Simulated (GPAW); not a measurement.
# zigzag Rh chain, bond 2.823 A: a ladder in all numerical settings together

Aim: see how far moments and order energies of zigzag Rh chain, bond 2.823 A move with all numerical settings together, and what each rung costs.

Program: GPAW 26.7.0. Level of theory: LDA; plane waves with GPAW's PAW setups, scalar-relativistic. Results are calculated unless marked as measured.

Report form: the programs' logs are mostly left out.

## 1. The structure

The cell holds 2 atoms: 2 Rh. Cell: a = 12.000 Å, b = 12.000 Å, c = 3.388 Å, α = 90.0°, β = 90.0°, γ = 90.0°. model lattice. Vacuum lies along a and b. The structure's axis is c.

## 2. Rung 1 (280 eV, mesh 1×1×4), start ferro ++

Several settings change at once from rung to rung, from a quick look to a careful run; the headings and inputs name them.

Input file order1.py:

```python
import json
import numpy as np
from ase import Atoms
from ase.parallel import paropen, parprint
from gpaw import GPAW

atoms = Atoms(['Rh', 'Rh'],
    cell=[[12.0, 0.0, 0.0],
         [0.0, 12.0, 0.0],
         [0.0, 0.0, 3.3876]],
    scaled_positions=[[0.4059, 0.5, 0.0],
         [0.5941, 0.5, 0.5]],
    pbc=True,
    magmoms=[1.0, 1.0])
atoms.calc = GPAW(mode={'name': 'pw', 'ecut': 280},
    xc='LDA',
    kpts={'size': (1, 1, 4), 'gamma': True},
    occupations={'name': 'fermi-dirac', 'width': 0.2},
    convergence={'density': 0.001, 'energy': 1e-05},
    maxiter=200,
    symmetry={'tolerance': 1e-4},
    txt='order1.txt')
e = atoms.get_potential_energy(force_consistent=True)
res = {'free_energy': e, 'energy_sigma0': atoms.get_potential_energy(), 'fermi_energy': atoms.calc.get_fermi_level()}
res['moments'] = atoms.get_magnetic_moments().tolist()
res['total'] = atoms.get_magnetic_moment()
parprint('site moments (muB):', np.round(res['moments'], 3))
parprint(f"total moment: {res['total']:.3f} muB")
parprint(f'free energy: {e:.6f} eV')
atoms.calc.write('order1.gpw')
with paropen('results.json', 'w') as f:
    json.dump(res, f)
```

On the command line:

```sh
$ OMP_NUM_THREADS=1 python3 order1.py > order1.log
```

Wall time 16 s (1 MPI rank of Intel Xeon Platinum 8488C (Sapphire Rapids), shared host); peak memory 0.21 GiB.

This step gave:

```
magnetization  : 3.145 μB
final state    : ferromagnetic
largest moment : 1.397 μB
```

After 18 cycles the largest moment stands at 1.40 μB.

## 3. Rung 1 (280 eV, mesh 1×1×4), start antiferro +-

The second start gives the energy difference between the two end states, the quantity that is followed up the ladder.

order2.py is the script of step 2 with these lines changed:

```diff
@@ -13,3 +13,3 @@
     pbc=True,
-    magmoms=[1.0, 1.0])
+    magmoms=[1.0, -1.0])
 atoms.calc = GPAW(mode={'name': 'pw', 'ecut': 280},
@@ -21,3 +21,3 @@
     symmetry={'tolerance': 1e-4},
-    txt='order1.txt')
+    txt='order2.txt')
 e = atoms.get_potential_energy(force_consistent=True)
@@ -29,3 +29,3 @@
 parprint(f'free energy: {e:.6f} eV')
-atoms.calc.write('order1.gpw')
+atoms.calc.write('order2.gpw')
 with paropen('results.json', 'w') as f:
```

On the command line:

```sh
$ OMP_NUM_THREADS=1 python3 order2.py > order2.log
```

The job ended after 15 s (1 MPI rank; peak memory 0.21 GiB).

This step gave:

- magnetization: 0 μB
- final state: antiferromagnetic
- largest moment: 0.5476 μB

This start lies +71.2 meV a seeded atom from the first; its largest moment is 0.548 μB.

## 4. Rung 2 (380 eV, mesh 1×1×6), start ferro ++

order1.py is the script of step 2 with these lines changed:

```diff
@@ -14,6 +14,6 @@
     magmoms=[1.0, 1.0])
-atoms.calc = GPAW(mode={'name': 'pw', 'ecut': 280},
+atoms.calc = GPAW(mode={'name': 'pw', 'ecut': 380},
     xc='LDA',
-    kpts={'size': (1, 1, 4), 'gamma': True},
-    occupations={'name': 'fermi-dirac', 'width': 0.2},
+    kpts={'size': (1, 1, 6), 'gamma': True},
+    occupations={'name': 'fermi-dirac', 'width': 0.15},
     convergence={'density': 0.001, 'energy': 1e-05},
```

On the command line:

```sh
$ OMP_NUM_THREADS=1 python3 order1.py > order1.log
```

Wall time 26 s (1 MPI rank); peak memory 0.27 GiB.

Numbers from this step:

```yaml
magnetization: 3.386 μB
final_state: ferromagnetic
largest_moment: 1.493 μB
```

The largest moment moves by +0.10 μB from rung 1, at 1.6 times its CPU time.

## 5. Rung 2 (380 eV, mesh 1×1×6), start antiferro +-

order2.py is the script of step 3 with these lines changed:

```diff
@@ -14,6 +14,6 @@
     magmoms=[1.0, -1.0])
-atoms.calc = GPAW(mode={'name': 'pw', 'ecut': 280},
+atoms.calc = GPAW(mode={'name': 'pw', 'ecut': 380},
     xc='LDA',
-    kpts={'size': (1, 1, 4), 'gamma': True},
-    occupations={'name': 'fermi-dirac', 'width': 0.2},
+    kpts={'size': (1, 1, 6), 'gamma': True},
+    occupations={'name': 'fermi-dirac', 'width': 0.15},
     convergence={'density': 0.001, 'energy': 1e-05},
```

On the command line:

```sh
$ OMP_NUM_THREADS=1 python3 order2.py > order2.log
```

The job ended after 24 s (1 MPI rank; peak memory 0.27 GiB).

Numbers from this step:

```
magnetization  : 0 μB
final state    : antiferromagnetic
largest moment : 0.5965 μB
```

This start lies +104.5 meV a seeded atom from the first, a change of +33.3 meV since rung 1; its largest moment is 0.597 μB.

## 6. Rung 3 (500 eV, mesh 1×1×8), start ferro ++

order1.py is the script of step 4 with these lines changed:

```diff
@@ -14,6 +14,6 @@
     magmoms=[1.0, 1.0])
-atoms.calc = GPAW(mode={'name': 'pw', 'ecut': 380},
+atoms.calc = GPAW(mode={'name': 'pw', 'ecut': 500},
     xc='LDA',
-    kpts={'size': (1, 1, 6), 'gamma': True},
-    occupations={'name': 'fermi-dirac', 'width': 0.15},
+    kpts={'size': (1, 1, 8), 'gamma': True},
+    occupations={'name': 'fermi-dirac', 'width': 0.1},
     convergence={'density': 0.001, 'energy': 1e-05},
```

On the command line:

```sh
$ OMP_NUM_THREADS=1 python3 order1.py > order1.log
```

Elapsed: 54 s, on 1 MPI rank; peak memory 0.36 GiB.

Numbers from this step:

* magnetization: 3.223 μB
* final state: ferromagnetic
* largest moment: 1.473 μB

The largest moment moves by -0.02 μB from rung 2, at 2.1 times its CPU time.

## 7. Rung 3 (500 eV, mesh 1×1×8), start antiferro +-

order2.py is the script of step 5 with these lines changed:

```diff
@@ -14,6 +14,6 @@
     magmoms=[1.0, -1.0])
-atoms.calc = GPAW(mode={'name': 'pw', 'ecut': 380},
+atoms.calc = GPAW(mode={'name': 'pw', 'ecut': 500},
     xc='LDA',
-    kpts={'size': (1, 1, 6), 'gamma': True},
-    occupations={'name': 'fermi-dirac', 'width': 0.15},
+    kpts={'size': (1, 1, 8), 'gamma': True},
+    occupations={'name': 'fermi-dirac', 'width': 0.1},
     convergence={'density': 0.001, 'energy': 1e-05},
```

On the command line:

```sh
$ OMP_NUM_THREADS=1 python3 order2.py > order2.log
```

Elapsed: 54 s, on 1 MPI rank; peak memory 0.36 GiB.

This step gave:

* magnetization: 0 μB
* final state: antiferromagnetic
* largest moment: 0.7262 μB

This start lies +137.5 meV a seeded atom from the first, a change of +33.0 meV since rung 2; its largest moment is 0.726 μB.

## 8. Rung 4 (700 eV, mesh 1×1×10), start ferro ++

order1.py is the script of step 6 with these lines changed:

```diff
@@ -14,6 +14,6 @@
     magmoms=[1.0, 1.0])
-atoms.calc = GPAW(mode={'name': 'pw', 'ecut': 500},
+atoms.calc = GPAW(mode={'name': 'pw', 'ecut': 700},
     xc='LDA',
-    kpts={'size': (1, 1, 8), 'gamma': True},
-    occupations={'name': 'fermi-dirac', 'width': 0.1},
+    kpts={'size': (1, 1, 10), 'gamma': True},
+    occupations={'name': 'fermi-dirac', 'width': 0.05},
     convergence={'density': 0.001, 'energy': 1e-05},
```

On the command line:

```sh
$ OMP_NUM_THREADS=1 python3 order1.py > order1.log
```

Elapsed: 1.9 min, on 1 MPI rank; peak memory 0.53 GiB.

Numbers from this step:

| Quantity | Value |
| --- | --- |
| magnetization | 3.398 μB |
| final state | ferromagnetic |
| largest moment | 1.528 μB |

The largest moment moves by +0.06 μB from rung 3, at 2.1 times its CPU time.

## 9. Rung 4 (700 eV, mesh 1×1×10), start antiferro +-

order2.py is the script of step 7 with these lines changed:

```diff
@@ -14,6 +14,6 @@
     magmoms=[1.0, -1.0])
-atoms.calc = GPAW(mode={'name': 'pw', 'ecut': 500},
+atoms.calc = GPAW(mode={'name': 'pw', 'ecut': 700},
     xc='LDA',
-    kpts={'size': (1, 1, 8), 'gamma': True},
-    occupations={'name': 'fermi-dirac', 'width': 0.1},
+    kpts={'size': (1, 1, 10), 'gamma': True},
+    occupations={'name': 'fermi-dirac', 'width': 0.05},
     convergence={'density': 0.001, 'energy': 1e-05},
```

On the command line:

```sh
$ OMP_NUM_THREADS=1 python3 order2.py > order2.log
```

Wall time 12 min (1 MPI rank); peak memory 0.55 GiB.

Read from the output:

```yaml
magnetization: 0 μB
final_state: antiferromagnetic
largest_moment: 0.8004 μB
```

This start lies +187.2 meV a seeded atom from the first, a change of +49.7 meV since rung 3; its largest moment is 0.800 μB.

## 10. A faulty input

An input with a fault is tried, to see how the program answers.

Input file run.py:

```python
import json
import numpy as np
from ase import Atoms
from ase.parallel import paropen, parprint
from gpaw import GPAW

atoms = Atoms(['Rh', 'Rh'],
    cell=[[12.0, 0.0, 0.0],
         [0.0, 12.0, 0.0],
         [0.0, 0.0, 3.3876]],
    scaled_positions=[[0.4059, 0.5, 0.0],
         [0.5941, 0.5, 0.5]],
    pbc=True,
    magmoms=[1.0, 1.0])
atoms.calc = GPAW(mode={'name': 'pw', 'ecut': 550},
    xc='LDA',
    kpts={'size': (1, 1, 10), 'gamma': True},
    occupations={'name': 'fermi-dirac', 'width': 0.1},
    convergence={'density': 0.001, 'energy': 1e-05},
    setups={0: ':g,5.0'},
    maxiter=100,
    symmetry={'tolerance': 1e-4},
    txt='run.txt')
e = atoms.get_potential_energy(force_consistent=True)
res = {'free_energy': e, 'energy_sigma0': atoms.get_potential_energy(), 'fermi_energy': atoms.calc.get_fermi_level()}
res['moments'] = atoms.get_magnetic_moments().tolist()
res['total'] = atoms.get_magnetic_moment()
parprint('site moments (muB):', np.round(res['moments'], 3))
parprint(f"total moment: {res['total']:.3f} muB")
parprint(f'free energy: {e:.6f} eV')
atoms.calc.write('run.gpw')
with paropen('results.json', 'w') as f:
    json.dump(res, f)
```

On the command line:

```sh
$ OMP_NUM_THREADS=1 python3 run.py > run.log
```

Elapsed: 3.3 s, on 1 MPI rank; peak memory 0.28 GiB.

The program refused the input before any cycle.

The program's message: “RuntimeError: Setup has 0 radial partial waves with angular momentum quantum number -1. Must be 1 or 2 for DFT+U.”

The fault put into the input: a U on a shell that the setup lacks.

A U can act only on a shell that has projectors in the setup.

## 11. The rungs together

Ladder, by row:

| rung | cutoff (eV) | mesh | smearing (eV) | state from the first start | state from the second start | second less first (meV a seeded atom) | moment, first (μB) | moment, second (μB) | CPU time (s) |
| --- | --- | --- | --- | --- | --- | --- | --- | --- | --- |
| 1 | 280 | 1x1x4 | 0.2 | ferromagnetic | antiferromagnetic | 71.2 | 1.397 | 0.5476 | 30.6 |
| 2 | 380 | 1x1x6 | 0.15 | ferromagnetic | antiferromagnetic | 104.5 | 1.493 | 0.5965 | 49.58 |
| 3 | 500 | 1x1x8 | 0.1 | ferromagnetic | antiferromagnetic | 137.5 | 1.473 | 0.7262 | 108.2 |
| 4 | 700 | 1x1x10 | 0.05 | ferromagnetic | antiferromagnetic | 187.2 | 1.528 | 0.8004 | 855 |

## 12. What came out

- range of the moment in the table, first start: 1.40 to 1.53 μB
- range of CPU time: 31 s to 14 min
- range of the energy difference: 71.2 to 187 meV a seeded atom

In words: Only the last rung can serve as the reference, and the rung before it is still 50 meV away, so convergence is not shown. The first start ends lower on every rung of the table; whether functional and cell give the true order is another question. The largest step comes last, so convergence is not shown.

[Logs and program files are shortened in this print: banners, set-up blocks, solver, clock and traceback lines can be left out without a mark of their own.]

[Logs are printed without paths, hosts, clocks, repeated set-up lines and the standing remarks that a program may print on its own settings, such as how far it seeks lower states.]

[Hosts, paths, dates, database ids (printed as entryN), source tags and the programs' standing remarks are cut or masked in the printed files.]

[Where a cell is said to come from a database of computed structures, the database is the Materials Project.]
